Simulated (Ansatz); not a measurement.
## CsPbCl3 (Pm-3m): the gap up the ladder of methods

Wanted: a ladder of band gaps for CsPbCl3 (Pm-3m), from density functionals to G0W0.

Program: Ansatz 0.2.0. Level of theory: density functionals, hybrids and G0W0, plane waves, PAW. Results are calculated unless marked as measured.

Report form: the programs' logs are mostly left out.

In doubt: masses and optical values from hybrid runs of this build are listed as unsure (steps 11, 12), which bears on the screening that GW takes from such a start.

### Step 1. The starting structure

It takes space group Pm-3m (No. 221, cubic). The conventional cell has a = 5.605 Å, b = 5.605 Å, c = 5.605 Å, α = 90.00°, β = 90.00°, γ = 90.00°. Nearest to Cs lie 12 Cl at 3.96 Å. Nearest to Pb lie 6 Cl at 2.80 Å. Cl has 2 Pb at 2.80 Å and 4 Cs at 3.96 Å nearest. Farther neighbours and most contacts between anions are not listed.

Structure file:

```cif
data_structure
_symmetry_space_group_name_H-M 'P 1'
_symmetry_Int_Tables_number 1
_cell_length_a 5.6050
_cell_length_b 5.6050
_cell_length_c 5.6050
_cell_angle_alpha 90.000
_cell_angle_beta 90.000
_cell_angle_gamma 90.000
_cell_volume 176.09
loop_
_atom_site_label
_atom_site_type_symbol
_atom_site_fract_x
_atom_site_fract_y
_atom_site_fract_z
_atom_site_occupancy
Cs1 Cs 0.00000 0.00000 0.00000 1
Pb2 Pb 0.50000 0.50000 0.50000 1
Cl3 Cl 0.50000 0.50000 0.00000 1
Cl4 Cl 0.00000 0.50000 0.50000 1
Cl5 Cl 0.50000 0.00000 0.50000 1
```

The cell and positions come from the Crystallography Open Database and are kept as given unless a step says otherwise. Spin-orbit coupling is left out unless a step names it. The default PAW set here is soft_2. Its files were made with PBE.

### Step 2. LDA on the 4×4×4 mesh

This step: DFT, LDA, plane waves, PAW.

Contents of input.yaml:

```yaml
crystal:
  lattice:
    - [5.605, 0.0, 0.0]
    - [0.0, 5.605, 0.0]
    - [0.0, 0.0, 5.605]
  atoms:
    - { symbol: Cs, position: [0.0, 0.0, 0.0] }
    - { symbol: Pb, position: [0.5, 0.5, 0.5] }
    - { symbol: Cl, position: [0.5, 0.5, 0.0] }
    - { symbol: Cl, position: [0.0, 0.5, 0.5] }
    - { symbol: Cl, position: [0.5, 0.0, 0.5] }
kpoints:
  mp_grid: { grid: [4, 4, 4] }
  band_path:
    path: [[0.0, 0.0, 0.0], [0.0, 0.5, 0.0], [0.5, 0.5, 0.0], [0.5, 0.5, 0.5]]
    npoints: 1
hamiltonian:
  xc: lda
scf:
  occupations: { method: fixed }
  n_extra_bands: 5
output:
  eigenvalues: true
```

Started as:

```bash
$ ansatz run input.yaml --threads 3 --pin off --max-ram 64512MiB --backend cuda --events-out ev --progress --plain --runs-dir out --devices 1 --max-vram 24GiB  # rebuilt from the run's record
```

It took 7 s on 1 × NVIDIA H100 80GB HBM3 (shared by 3 runs) with 3 threads of AMD EPYC 7R13 (Zen 3), shared host; peak memory 0.96 GiB; 7 s of CPU time.

This step gave:

* gap: 1.732 eV
* valence top at: R
* conduction bottom at: R
* least direct gap: 1.732 eV

Over mesh and listed points the gap is 1.732 eV, direct, at k = (0.500, 0.500, 0.500).

### Step 3. PBEsol on the 4×4×4 mesh

This step: DFT, PBEsol, plane waves, PAW.

Edit input.yaml of step 2 so:

```diff
@@ -17,3 +17,3 @@
 hamiltonian:
-  xc: lda
+  xc: pbesol
 scf:
```

The job ended after 6.2 s (1 × NVIDIA H100 80GB HBM3 (shared by 3 runs) with 3 threads; peak memory 0.96 GiB).

Numbers from this step:

| Quantity | Value |
| --- | --- |
| gap | 1.795 eV |
| valence top at | R |
| conduction bottom at | R |
| least direct gap | 1.795 eV |

Over mesh and listed points the gap is 1.795 eV, direct, at k = (0.500, 0.500, 0.500). PBEsol against LDA: 1.795 − 1.732 = +0.063 eV, with the same mesh, files and cutoff, and both edges at the same k points.

### Step 4. PBE on the 4×4×4 mesh

Levels along a band path and on the mesh show where this functional puts the band edges.

This step: DFT, PBE, plane waves, PAW.

Edit input.yaml of step 3 so:

```diff
@@ -14,8 +14,10 @@
   band_path:
-    path: [[0.0, 0.0, 0.0], [0.0, 0.5, 0.0], [0.5, 0.5, 0.0], [0.5, 0.5, 0.5]]
-    npoints: 1
+    path:
+      - [[0.0, 0.0, 0.0], [0.0, 0.5, 0.0], [0.5, 0.5, 0.0], [0.0, 0.0, 0.0], [0.5, 0.5, 0.5], [0.0, 0.5, 0.0]]
+      - [[0.5, 0.5, 0.5], [0.5, 0.5, 0.0]]
+    npoints: 10
 hamiltonian:
-  xc: pbesol
+  xc: pbe
 scf:
-  occupations: { method: fixed }
+  occupations: { method: fermi_dirac, width: 0.02 }
   n_extra_bands: 5
@@ -23 +25,5 @@
   eigenvalues: true
+  write_density: true
+  write_potential: true
+  elf: true
+  volumetric_format: npy
```

Elapsed: 5.2 s, on 1 × NVIDIA H100 80GB HBM3 (shared by 3 runs) with 3 threads; peak memory 0.98 GiB.

This step gave:

- gap: 1.926 eV
- valence top at: R
- conduction bottom at: R
- least direct gap: 1.926 eV

Over mesh and path the gap is 1.926 eV, direct, at k = (0.500, 0.500, 0.500). PBE against PBEsol: 1.926 − 1.795 = +0.131 eV, with the same mesh, files and cutoff, and both edges at the same k points.

### Step 5. PBE+SOC on the 4×4×4 mesh

This run has two-component orbitals with spin-orbit coupling.

This step: DFT, PBE with spin-orbit coupling, plane waves, PAW.

input.yaml, the sections that differ from step 4:

```yaml
kpoints:
  mp_grid: { grid: [4, 4, 4] }
  band_path:
    path: [[0.0, 0.0, 0.0], [0.0, 0.5, 0.0], [0.5, 0.5, 0.0], [0.5, 0.5, 0.5]]
    npoints: 1
scf:
  occupations: { method: fixed }
  n_extra_bands: 10
magnetization:
  noncollinear: true
  spin_orbit: true
# crystal, hamiltonian, output: as in step 4
```

Run time: 5 s. Hardware: 1 × NVIDIA H100 80GB HBM3 (shared by 3 runs) with 3 threads; peak memory 1.1 GiB.

This step gave:

```yaml
gap: 0.6955 eV
valence_top_at: R
conduction_bottom_at: R
least_direct_gap: 0.6955 eV
```

Over mesh and listed points the gap is 0.695 eV, direct, at k = (0.500, 0.500, 0.500). PBE+SOC against PBE: 0.695 − 1.926 = −1.231 eV, with the same mesh, set of files (read in its fully relativistic form for the spin-orbit run) and cutoff, and both edges at the same k points. The spin-orbit run sees mesh and listed points alone, so its gap is an upper bound: the coupling can move an edge off these points, and the change over the zone, its sign included where it is small, is not known.

### Step 6. r2SCAN on the 4×4×4 mesh

r2SCAN is a meta-GGA: it depends on the kinetic-energy density as well as on the density and its gradient.

This step: DFT, r2SCAN, plane waves, PAW.

input.yaml, the sections that differ from step 5:

```yaml
hamiltonian:
  xc: r2scan
scf:
  occupations: { method: fixed }
  n_extra_bands: 5
output:
  eigenvalues: true
# crystal, kpoints: as in step 5
# magnetization: removed
```

Wall time 6.3 s (1 × NVIDIA H100 80GB HBM3 (shared by 3 runs) with 3 threads); peak memory 1.2 GiB.

This step gave:

| Property | Result |
| --- | --- |
| gap | 2.289 eV |
| valence top at | R |
| conduction bottom at | R |
| least direct gap | 2.289 eV |

Over mesh and listed points the gap is 2.289 eV, direct, at k = (0.500, 0.500, 0.500). r2SCAN against PBE: 2.289 − 1.926 = +0.363 eV. The runs also differ in plane-wave cutoff (420 eV and 500 eV), so how much of this comes from the functional alone is not known.

### Step 7. HSE06 on the 4×4×4 mesh

HSE06 mixes in a quarter of exact exchange at short range.

This step: DFT, HSE06, plane waves, PAW.

Edit input.yaml of step 6 so:

```diff
@@ -17,3 +17,3 @@
 hamiltonian:
-  xc: r2scan
+  xc: hse06
 scf:
```

It took 27 s on 1 × NVIDIA H100 80GB HBM3 (shared by 3 runs) with 3 threads; peak memory 1.3 GiB.

This step gave:

```yaml
gap: 2.599 eV
valence_top_at: R
conduction_bottom_at: R
least_direct_gap: 2.599 eV
exact_exchange_fraction: 0.25
```

Over mesh and listed points the gap is 2.599 eV, direct, at k = (0.500, 0.500, 0.500). HSE06 against PBE: 2.599 − 1.926 = +0.673 eV, with the same mesh, files and cutoff, and both edges at the same k points.

### Step 8. PBE0 on the 4×4×4 mesh

PBE0 mixes in a quarter of exact exchange at all distances.

This step: DFT, PBE0, plane waves, PAW.

Edit input.yaml of step 7 so:

```diff
@@ -17,3 +17,3 @@
 hamiltonian:
-  xc: hse06
+  xc: pbe0
 scf:
```

Wall time 22 s (1 × NVIDIA H100 80GB HBM3 (shared by 3 runs) with 3 threads); peak memory 1.3 GiB.

This step gave:

| Property | Result |
| --- | --- |
| gap | 3.247 eV |
| valence top at | R |
| conduction bottom at | R |
| least direct gap | 3.247 eV |
| exact-exchange fraction | 0.25 |

Over mesh and listed points the gap is 3.247 eV, direct, at k = (0.500, 0.500, 0.500). PBE0 against HSE06: 3.247 − 2.599 = +0.648 eV, with the same mesh, files and cutoff, and both edges at the same k points.

### Step 9. DDH-PBE0 on the 4×4×4 mesh

The input asks for a share of exact exchange of one over the crystal's ε∞, which the program works out first.

This step: DFT, dielectric-dependent PBE0 (fraction 1/eps_inf of PBE), plane waves, PAW.

Edit input.yaml of step 8 so:

```diff
@@ -11,2 +11,3 @@
     - { symbol: Cl, position: [0.5, 0.0, 0.5] }
+  host: atoms
 kpoints:
@@ -17,3 +18,6 @@
 hamiltonian:
-  xc: pbe0
+  xc:
+    exchange: pbe
+    correlation: pbe
+    exx: { coeff: inverse_dielectric }
 scf:
@@ -23 +27,5 @@
   eigenvalues: true
+  write_density: true
+  write_potential: true
+  elf: true
+  volumetric_format: npy
```

Run time: 1.8 min. Hardware: 1 × NVIDIA H100 80GB HBM3 (shared by 3 runs) with 3 threads; peak memory 3.8 GiB.

This step gave:

* gap: 3.267 eV
* valence top at: R
* conduction bottom at: R
* least direct gap: 3.267 eV
* exact-exchange fraction: 0.2537

Over mesh and listed points the gap is 3.267 eV, direct, at k = (0.500, 0.500, 0.500). DDH-PBE0 against PBE0: 3.267 − 3.247 = +0.020 eV, with the same mesh, files and cutoff, and both edges at the same k points.

### Step 10. G0W0@PBE, 4×4×4 mesh, 1047 empty bands, screening to 190 eV

G0W0 replaces the xc potential by a self-energy built once from the orbitals of the start. Levels are corrected in the window of bands that the input names, at points of the mesh.

This step: G0W0 on PBE, plane waves, PAW.

Contents of input.yaml:

```yaml
crystal:
  lattice:
    - [5.605, 0.0, 0.0]
    - [0.0, 5.605, 0.0]
    - [0.0, 0.0, 5.605]
  atoms:
    - { symbol: Cs, position: [0.0, 0.0, 0.0] }
    - { symbol: Pb, position: [0.5, 0.5, 0.5] }
    - { symbol: Cl, position: [0.5, 0.5, 0.0] }
    - { symbol: Cl, position: [0.0, 0.5, 0.5] }
    - { symbol: Cl, position: [0.5, 0.0, 0.5] }
kpoints:
  mp_grid: { grid: [4, 4, 4] }
hamiltonian:
  xc: pbe
scf:
  occupations: { method: fixed }
gw:
  n_empty_bands: 1047
  ecut_chi: 190.0
  qp_bands: [v2, c2]
  qp_kpoints: band_edges
  screening: { model: contour_deformation }
```

It took 39 s on 1 × NVIDIA H100 80GB HBM3 (shared by 3 runs) with 3 threads; peak memory 3.8 GiB; 63 s of CPU time.

This step gave:

```
bands summed                                    : 1069
RPA ε∞ on this mesh (eigenvalues)               : 4.345, 4.345, 4.345
plane waves in the screening matrix             : 1021
G0W0 gap over the corrected points              : 3.276 eV
k of the valence top                            : -0.5, -0.5, -0.5
k of the conduction bottom                      : -0.5, -0.5, -0.5
starting gap on the mesh                        : 1.926 eV
Z at the valence top                            : 0.7750
Z at the conduction bottom                      : 0.8042
least direct G0W0 gap over the corrected points : 3.276 eV
```

Over 3 of 10 irreducible mesh points the G0W0 gap is 3.276 eV, direct, at k = (-0.500, -0.500, -0.500). The PBE gap of this run on the mesh is 1.926 eV. The two states that bound the G0W0 gap lie that far apart at the start, so the correction of the gap is 3.276 − 1.926 = +1.350 eV.

### Step 11. G0W0@HSE06, 4×4×4 mesh, 1047 empty bands, screening to 190 eV

This step: G0W0 on HSE06, plane waves, PAW.

Edit input.yaml of step 10 so:

```diff
@@ -14,3 +14,3 @@
 hamiltonian:
-  xc: pbe
+  xc: hse06
 scf:
```

Run time: 1.9 min. Hardware: 1 × NVIDIA H100 80GB HBM3 (shared by 3 runs) with 3 threads; peak memory 3.8 GiB.

Numbers from this step:

```yaml
bands_summed: 1069
rpa_eps_infinity_on_this_mesh_eigenvalues: 3.446, 3.446, 3.446
plane_waves_in_the_screening_matrix: 1021
g0w0_gap_over_the_corrected_points: 3.707 eV
k_of_the_valence_top: -0.5, -0.5, -0.5
k_of_the_conduction_bottom: -0.5, -0.5, -0.5
starting_gap_on_the_mesh: 2.599 eV
z_at_the_valence_top: 0.8074
z_at_the_conduction_bottom: 0.8313
least_direct_g0w0_gap_over_the_corrected_points: 3.707 eV
```

Over 3 of 10 irreducible mesh points the G0W0 gap is 3.707 eV, direct, at k = (-0.500, -0.500, -0.500). The HSE06 gap of this run on the mesh is 2.599 eV. The two states that bound the G0W0 gap lie that far apart at the start, so the correction of the gap is 3.707 − 2.599 = +1.108 eV. G0W0@HSE06 against G0W0@PBE with 1069 bands: 3.707 − 3.276 = +0.431 eV, with the same mesh, files and cutoffs, and both edges at the same k points.

### Step 12. G0W0@PBE0, 4×4×4 mesh, 1047 empty bands, screening to 190 eV

This step: G0W0 on PBE0, plane waves, PAW.

Edit input.yaml of step 11 so:

```diff
@@ -14,3 +14,3 @@
 hamiltonian:
-  xc: hse06
+  xc: pbe0
 scf:
```

It took 1.9 min on 1 × NVIDIA H100 80GB HBM3 (shared by 3 runs) with 3 threads; peak memory 3.8 GiB.

Numbers from this step:

- bands summed: 1069
- RPA ε∞ on this mesh (eigenvalues): 3.137, 3.137, 3.137
- plane waves in the screening matrix: 1021
- G0W0 gap over the corrected points: 3.915 eV
- k of the valence top: -0.5, -0.5, -0.5
- k of the conduction bottom: -0.5, -0.5, -0.5
- starting gap on the mesh: 3.247 eV
- Z at the valence top: 0.8215
- Z at the conduction bottom: 0.8444
- least direct G0W0 gap over the corrected points: 3.915 eV

Over 3 of 10 irreducible mesh points the G0W0 gap is 3.915 eV, direct, at k = (-0.500, -0.500, -0.500). The PBE0 gap of this run on the mesh is 3.247 eV. The two states that bound the G0W0 gap lie that far apart at the start, so the correction of the gap is 3.915 − 3.247 = +0.668 eV. G0W0@PBE0 against G0W0@HSE06 with 1069 bands: 3.915 − 3.707 = +0.208 eV, with the same mesh, files and cutoffs, and both edges at the same k points. The program's warnings for this run: coarse exchange mesh.

(Part 1 of 2 ends here.)

[Paths, hosts, dates, memory and timing lines, banners, echoed tables and standing remarks are left out of the program output.]

[Logs are printed without paths, hosts, clocks, repeated set-up lines and the standing remarks that a program may print on its own settings, such as how far it seeks lower states.]

[Runs of the session that timed out or met a known fault of the program may be left out.]

[Cells called generated may have been cut or substituted from an entry of the Crystallography Open Database or the Materials Project.]

[Hosts, paths, dates, database ids (printed as entryN), source tags and the programs' standing remarks are cut or masked in the printed files.]

[Where an RPA ε∞ is given, it is that of the G0W0 mesh and is not shown converged in it. Names of k-points follow the symmetry that the program found, which can be lower than the space group named. Band edges on a path are those of the sampled points; other points can move an edge, and change direct to indirect where valleys lie close.]

[Hybrid gaps are those of their k-mesh and are not shown converged in it.]
